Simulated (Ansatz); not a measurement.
## A frame of liquid (K,Li)2CO3 from 900 K (108 atoms): geometry optimisation

How does a frame of liquid (K,Li)2CO3 from 900 K (108 atoms) relax, and what do bonds, charges and levels look like afterwards?

Method: Kohn-Sham DFT, PBE, PAW (set soft_2), plane waves, in Ansatz 0.2.0.

### Step 1. Starting point

The cell holds 108 atoms: 18 C, 54 O, 14 K and 22 Li. Cell: a = 11.507 Å, b = 11.507 Å, c = 11.507 Å, α = 90.0°, β = 90.0°, γ = 90.0°. 14 K+, 22 Li+, 18 CO3 2- placed at random, at 1.94 g/cm³; overlaps pushed apart, then 10 ps at 1300 K with harmonic planar carbonate ions with charges +1 on C and -1 on O; Joung-Cheatham ions (J. Phys. Chem. B 112, 9020 (2008)); charges of ions scaled by 0.8. Snapshot after 20 ps at 900 K and fixed volume. The density is a measured one.

Limits known from the start: The network of bonds at the start is that of the classical potential that made the cell. Only the Γ point is sampled, in a cell whose shortest periodic width is 12 Å.

### Step 2. Single point at the start

The forces at the start show how far the geometry lies from a minimum of this functional.

Contents of input.yaml:

```yaml
crystal:
  lattice:
    - [11.50726, 0.0, 0.0]
    - [0.0, 11.50726, 0.0]
    - [0.0, 0.0, 11.50726]
  atoms:
    - { symbol: C, position: [0.55066, 0.83296, 0.61875] }
    - { symbol: O, position: [0.66146, 0.80876, 0.65058] }
    - { symbol: O, position: [0.52007, 0.90358, 0.53864] }
    - { symbol: O, position: [0.47452, 0.80588, 0.70359] }
    - { symbol: C, position: [0.56231, 0.23168, 0.15705] }
    - { symbol: O, position: [0.57789, 0.33429, 0.18291] }
    - { symbol: O, position: [0.4706, 0.18127, 0.19897] }
    - { symbol: O, position: [0.65185, 0.17747, 0.11328] }
    - { symbol: C, position: [0.42851, 0.84178, 0.25524] }
    - { symbol: O, position: [0.37239, 0.81511, 0.34958] }
    - { symbol: O, position: [0.46221, 0.76998, 0.17459] }
    - { symbol: O, position: [0.40956, 0.94864, 0.2547] }
    - { symbol: C, position: [0.29961, 0.47938, 0.24133] }
    - { symbol: O, position: [0.26584, 0.5519, 0.31716] }
    - { symbol: O, position: [0.23922, 0.38116, 0.21662] }
    - { symbol: O, position: [0.38261, 0.51201, 0.17967] }
    - { symbol: C, position: [0.32743, 0.14, 0.49714] }
    - { symbol: O, position: [0.29838, 0.03259, 0.47191] }
    - { symbol: O, position: [0.38778, 0.20438, 0.43283] }
    - { symbol: O, position: [0.30593, 0.16381, 0.60534] }
    - { symbol: C, position: [0.8465, 0.15745, 0.7631] }
    - { symbol: O, position: [0.83209, 0.04613, 0.75242] }
    - { symbol: O, position: [0.92875, 0.19706, 0.69766] }
    - { symbol: O, position: [0.76931, 0.22978, 0.79737] }
    - { symbol: C, position: [0.09597, 0.87519, 0.67508] }
    - { symbol: O, position: [0.1981, 0.82423, 0.68864] }
    - { symbol: O, position: [0.04295, 0.87882, 0.77102] }
    - { symbol: O, position: [0.05813, 0.91874, 0.58818] }
    - { symbol: C, position: [0.69648, 0.66757, 0.31297] }
    - { symbol: O, position: [0.66091, 0.76119, 0.33029] }
    - { symbol: O, position: [0.64076, 0.60069, 0.24864] }
    - { symbol: O, position: [0.77785, 0.62563, 0.36766] }
    - { symbol: C, position: [0.72478, 0.90669, 0.02854] }
    - { symbol: O, position: [0.61924, 0.89782, 0.99759] }
    - { symbol: O, position: [0.72591, 0.90917, 0.14163] }
    - { symbol: O, position: [0.79499, 0.96965, 0.97618] }
    - { symbol: C, position: [0.05613, 0.91608, 0.24952] }
    - { symbol: O, position: [0.95133, 0.89842, 0.24988] }
    - { symbol: O, position: [0.09488, 0.01109, 0.29756] }
    - { symbol: O, position: [0.13184, 0.8347, 0.23531] }
    - { symbol: C, position: [0.07492, 0.194, 0.97351] }
    - { symbol: O, position: [0.02752, 0.28809, 0.02901] }
    - { symbol: O, position: [0.14192, 0.21145, 0.88566] }
    - { symbol: O, position: [0.07699, 0.10466, 0.02954] }
    - { symbol: C, position: [0.96452, 0.40314, 0.33325] }
    - { symbol: O, position: [0.85656, 0.38326, 0.3264] }
    - { symbol: O, position: [0.0386, 0.32688, 0.35734] }
    - { symbol: O, position: [0.00685, 0.49554, 0.29814] }
    - { symbol: C, position: [0.18286, 0.4913, 0.62021] }
    - { symbol: O, position: [0.21383, 0.39397, 0.57394] }
    - { symbol: O, position: [0.08166, 0.53923, 0.60366] }
    - { symbol: O, position: [0.26821, 0.53677, 0.67746] }
    - { symbol: C, position: [0.75392, 0.04584, 0.43882] }
    - { symbol: O, position: [0.80612, 0.13549, 0.46824] }
    - { symbol: O, position: [0.80356, 0.94754, 0.46097] }
    - { symbol: O, position: [0.70623, 0.07006, 0.34738] }
    - { symbol: C, position: [0.66564, 0.5805, 0.91437] }
    - { symbol: O, position: [0.73575, 0.64269, 0.96634] }
    - { symbol: O, position: [0.55926, 0.56792, 0.95641] }
    - { symbol: O, position: [0.70038, 0.53252, 0.82095] }
    - { symbol: C, position: [0.56603, 0.42659, 0.4868] }
    - { symbol: O, position: [0.63098, 0.34988, 0.42543] }
    - { symbol: O, position: [0.48233, 0.47158, 0.43286] }
    - { symbol: O, position: [0.55558, 0.40416, 0.58572] }
    - { symbol: C, position: [0.44587, 0.11022, 0.86105] }
    - { symbol: O, position: [0.44108, 0.22239, 0.85764] }
    - { symbol: O, position: [0.52646, 0.08507, 0.79069] }
    - { symbol: O, position: [0.35382, 0.04517, 0.85496] }
    - { symbol: C, position: [0.11631, 0.63361, 0.9874] }
    - { symbol: O, position: [0.2128, 0.67436, 0.97264] }
    - { symbol: O, position: [0.06183, 0.6359, 0.89367] }
    - { symbol: O, position: [0.09958, 0.56135, 0.06699] }
    - { symbol: K, position: [0.90526, 0.14076, 0.17241] }
    - { symbol: K, position: [0.29102, 0.37113, 0.99458] }
    - { symbol: K, position: [0.28937, 0.68731, 0.4999] }
    - { symbol: K, position: [0.87895, 0.66462, 0.15757] }
    - { symbol: K, position: [0.48952, 0.59023, 0.73562] }
    - { symbol: K, position: [0.60097, 0.15353, 0.59254] }
    [... 24 atom lines left out ...]
    - { symbol: Li, position: [0.18402, 0.65731, 0.77018] }
    - { symbol: Li, position: [0.73444, 0.23992, 0.33794] }
    - { symbol: Li, position: [0.67228, 0.95931, 0.82472] }
    - { symbol: Li, position: [0.26963, 0.19828, 0.78364] }
    - { symbol: Li, position: [0.68686, 0.46049, 0.32174] }
    - { symbol: Li, position: [0.3324, 0.95921, 0.64305] }
kpoints:
  mp_grid: { grid: [1, 1, 1] }
hamiltonian:
  xc: pbe
scf:
  occupations: { method: fixed }
output:
  forces: true
  stress: true
  populations: true
  dos:
    method: { smearing: { sigma: 0.15 } }
    de: 0.1
    projected: { site_lists: { C: [C], K: [K], Li: [Li], O: [O] } }
  eigenvalues: true
```

Run with:

```bash
> ansatz run input.yaml --threads 4 --pin off --max-ram 8192MiB --backend cpu --events-out ev --progress --plain --runs-dir out
```

Numbers of over 12 decimals in the logs are rounded to 6 here.

Output:

```text
Engine: ansatz 0.2.0, x86_64-unknown-linux-gnu
Pseudopotentials: kind: paw
Pseudopotential: C, paw, valence charge 4, recommended cutoff 420 eV (normal), C.paw.azcp
Pseudopotential: O, paw, valence charge 6, recommended cutoff 420 eV (normal), O.paw.azcp
Pseudopotential: K, paw, valence charge 9, recommended cutoff 420 eV (normal), K.paw.azcp
Pseudopotential: Li, paw, valence charge 3, recommended cutoff 420 eV (normal), Li.paw.azcp
[... 5 lines on functional and potentials left out ...]
Crystal: 108 atoms, lattice volume = 1523.757 Å³
Basis set: ecut = 420 eV, 29711 PW (Γ), exchange–correlation on 160×160×160 points (8 copies of the dense FFT grid, shifted against one another)
Bands: 402, of which v1, the nominal top of the filled ones, is band 294 counted from 1 (293 counted from 0)
Symmetry: 1 space group operations
Space group: P1 (ITA 1), of the structure as read, at distance tolerance 1.2e-4 Å
k-points: 1
[... 9 lines on functional and potentials left out ...]
Initial density: superposition of atomic densities (neutral atoms: chi_scale 0, normalization atom), corrected by the library's trained network
Initial wavefunctions: pseudopotential atomic-orbital guess
Functional: x = pbe(κ = 0.804, μ = 0.219515), c = pbe(β = 0.066725)
SCF iter   1: F=—  HF=-61231.048933 eV  |F-HF|=—  |Δ(HF+E_count)|=         —  Δρ=2.87e-3  dr2=2.10e-1  ethr=1.77e-3  ⟨swp⟩=5.0  Hψ=1408  notcnv=0  defer=104
preconditioner: auto → Resta (q_TF=auto, 2.328 Å⁻¹)  ε∞=2.9  [insulator: Δε(μ)=2.627 eV  Ē_g=15.714 eV  n_scr=340 (ndim 8)  ℏωp=21.6 eV  f_vac=0.181  ε∞_Penn≈2.9]
SCF iter   2: F=—  HF=-61231.016234 eV  |F-HF|=—  |Δ(HF+E_count)|=   3.27e-2  Δρ=1.44e-3  dr2=5.03e-2  ethr=3.56e-5  ⟨swp⟩=2.0  Hψ=627  notcnv=0  defer=106
SCF iter   3: F=—  HF=-61231.018953 eV  |F-HF|=—  |Δ(HF+E_count)|=   2.72e-3  Δρ=7.67e-4  dr2=1.65e-2  ethr=8.55e-6  ⟨swp⟩=3.0  Hψ=534  notcnv=0  defer=106
SCF iter   4: F=—  HF=-61231.017354 eV  |F-HF|=—  |Δ(HF+E_count)|=   1.60e-3  Δρ=3.31e-4  dr2=2.40e-3  ethr=2.81e-6  ⟨swp⟩=2.0  Hψ=542  notcnv=0  defer=106
SCF iter   5: F=—  HF=-61231.017170 eV  |F-HF|=—  |Δ(HF+E_count)|=   1.84e-4  Δρ=1.71e-4  dr2=3.89e-4  ethr=4.08e-7  ⟨swp⟩=2.0  Hψ=549  notcnv=0  defer=106
SCF iter   6: F=—  HF=-61231.017273 eV  |F-HF|=—  |Δ(HF+E_count)|=   1.03e-4  Δρ=6.42e-5  dr2=5.38e-5  ethr=6.61e-8  ⟨swp⟩=2.0  Hψ=551  notcnv=0  defer=105
SCF iter   7: F=—  HF=-61231.017397 eV  |F-HF|=—  |Δ(HF+E_count)|=   1.24e-4  Δρ=2.56e-5  dr2=9.12e-6  ethr=9.15e-9  ⟨swp⟩=2.0  Hψ=696  notcnv=0  defer=102
SCF iter   8: F=—  HF=-61231.017399 eV  |F-HF|=—  |Δ(HF+E_count)|=   1.53e-6  Δρ=9.53e-6  dr2=1.38e-6  ethr=1.55e-9  ⟨swp⟩=2.0  Hψ=550  notcnv=0  defer=102
SCF iter   9: F=—  HF=-61231.017400 eV  |F-HF|=—  |Δ(HF+E_count)|=   8.37e-7  Δρ=3.26e-6  dr2=1.73e-7  ethr=2.34e-10  ⟨swp⟩=2.0  Hψ=546  notcnv=0  defer=102
SCF iter  10: F=-61231.017400 eV  HF=-61231.017400 eV  |F-HF|=2.81e-8  |Δ(HF+E_count)|=   1.37e-7  Δρ=2.16e-6  dr2=6.25e-8  ethr=1.70e-11  ⟨swp⟩=16.0  Hψ=2504  notcnv=0
SCF 1 converged in 10 iterations: F = -61231.017400 eV  dr2 = 6.25e-8
  greatest PAW one-centre occupation: 1.000 electrons in one spin orbital (limit 2), on the Li atom at site 91 (counted from 0), in its partial waves of l = 0
SCF converged after 10 iterations
Free energy (F): -61231.017400 eV
Harris-Foulkes:  -61231.017400 eV  (|F-HF|=2.81e-8)
Internal energy: -61231.017400 eV  (E = F + TS)
E sigma→0 (E₀):  -61231.017400 eV
Fermi energy:    3.166535 eV
--- Per-component energies (eV) ---
  E_band       = -5680.215612
  E_kinetic    = 15251.091864
  E_local      = -44978.660766  (includes V_loc(G=0)·N_el)
  E_nonlocal   = 2553.277756
  E_hartree    = 16521.941074
  E_xc         = -6989.975700
  E_vxc        = -8781.164618  (∫ρ·V_xc dr)
  E_paw        = -21760.769024  (= ΣΔE_a)
  E_vpaw       = -2768.770369  (= ΣTr[D̂ρ^β])
  E_aug_tail   = 0.135003  (compensation charges beyond the density's cutoff)
  E_ewald      = -21828.057608
  E_smearing   = -0.000000  (= −TS)
  E_closure    = 0.000000  (closes the sum)
  Σ components = -61231.017400   (vs F -61231.017400, Δ=0.00e0)
--- Forces (eV/Å), atoms counted from 1 ---
  atom   1  C     -0.08580616     0.63090171     6.24982002
  atom   2  O     -1.15008727     0.32841238    -2.27192564
  atom   3  O      0.77823623    -0.14036917    -1.06389188
  atom   4  O      0.20812921     0.25810381    -2.51148647
  atom   5  C      0.70346045    -2.78860014     0.92469489
  atom   6  O      0.22211585     5.24153049     0.70999079
  atom   7  O      0.11330176    -0.46596194    -0.99266862
  atom   8  O     -0.61439251    -1.14906214    -1.05592680
  atom   9  C     -3.21549453    -1.33952695     0.84636730
  atom  10  O      0.45679856    -5.69268616     1.94291768
  atom  11  O     -0.50687750     0.74602319     0.99461292
  atom  12  O      2.68919550     5.64668434    -4.65646801
  atom  13  C     -2.64755460    -1.67986214    -1.01429505
  atom  14  O     -1.06761699     0.24881973     1.96256610
[...]
atom 107  Li     1.04046196    -0.13395683    -0.39670293
  atom 108  Li    -0.13152482    -0.42665960     0.24714042
  max |Σ_I F_I| component: 1.59e-4 eV/Å
--- Stress (GPa, compression-positive) ---
        4.849979       0.627544       0.650891
        0.627547       6.223519      -0.763986
        0.650892      -0.763987       5.063193
  P = ⅓ Tr σ = 5.3789 GPa (53.789 kbar)
--- Band table (eV) ---
  k-point 0: bands = ["-42.7643", "-42.5198", "-42.2576", "-42.2539", [... 386 levels ...], "11.6134", "11.6399", "11.6553", "11.7077", "11.7538", "11.7718", "11.7910", "11.8338", "11.8631", "11.8991", "11.9441", "11.9882"]
--- Löwdin populations: 108 sites ---
  site symbol       q [e]
     0      C      3.4004
     1      O      6.6596
     2      O      6.6166
[...]
107     Li      2.2245
  spilling = 0.009186 (of n_electrons = 588.000000)
```

Elapsed: 10 s, on 4 threads of Intel Xeon 6975P-C (Granite Rapids), shared host; peak memory 2.1 GiB.

In the SCF lines HF is the Harris–Foulkes energy and dr2 the Hartree energy of the density residual, in eV; the loop may stop once dr2 is under the threshold and the program's other checks hold. Hψ counts applications of the Hamiltonian.

Numbers from this run:

- free energy: -61231.0174 eV
- free energy per atom: -566.9539 eV/atom
- SCF cycles: 10
- pressure: 5.379 GPa
- r.m.s. force component: 2.162 eV/Å
- longest force: 9.749 eV/Å
- Fermi energy: 3.167 eV
- gap (highest filled to lowest empty level): 2.521 eV
- spilling of the projection: 0.009186

The r.m.s. force component of 2.2 eV/Å and the pressure of 5.4 GPa set the starting point.

Length of the force by element:

| element | coordination | atoms | mean length of the force (eV/Å) | spread | least | most |
| --- | --- | --- | --- | --- | --- | --- |
| C | all | 18 | 4.50 | 1.73 | 0.822 | 7.28 |
| K | all | 14 | 0.615 | 0.260 | 0.236 | 1.17 |
| Li | all | 22 | 0.554 | 0.268 | 0.178 | 1.12 |
| O | all | 54 | 3.79 | 2.39 | 0.644 | 9.75 |

(Part 1 of 4 ends here.)

[Logs are printed without paths, hosts, clocks, repeated set-up lines and the standing remarks that a program may print on its own settings, such as how far it seeks lower states.]

[Hosts, paths, dates, database ids (printed as entryN), source tags and the programs' standing remarks are cut or masked in the printed files.]
